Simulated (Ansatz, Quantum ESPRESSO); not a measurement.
# CdS, zinc blende or diamond type, strained in the (001) plane: the gap on the mesh at a withheld member of a series

How the rows were computed: Quantum ESPRESSO 7.5, PBE, GBRV ultrasoft. The cubic cell is relaxed first; each member is held at its strain in the plane while the axis along [001] relaxes. pwcond (ikind = 0) gives the complex bands along [001] at three points across. Fixed occupations. The series steps biaxial strain in the plane.

| biaxial strain in the plane | gap on the mesh (eV) |
| --- | --- |
| -4 % | 0.935 |
| -3 % | 0.959 |
| -2 % | 0.980 |
| -1 % | 0.999 |
| 0 % | 1.017 |
| 1 % | 0.959 |
| 2 % | 0.905 |
| 3 % | 0.855 |

To predict: What is the gap on the mesh at 4 %?

By hand: The rows at 2 % and 3 % give a slope of (0.855 − (0.905))/(3 − (2)) = −0.05, so a straight line gives 0.805 eV. A parabola through these and the row at 1 % gives 0.809 eV.

What the calculation gave: 0.807 eV. The line misses by −0.002 and the parabola by +0.002 eV. Both misses are under 5 % of the step from the nearer row.

**Limits.** Atoms keep their symmetric sites, so polar or tilted distortions are left out; semilocal gaps and decay constants are too small; no spin-orbit coupling; three points across.
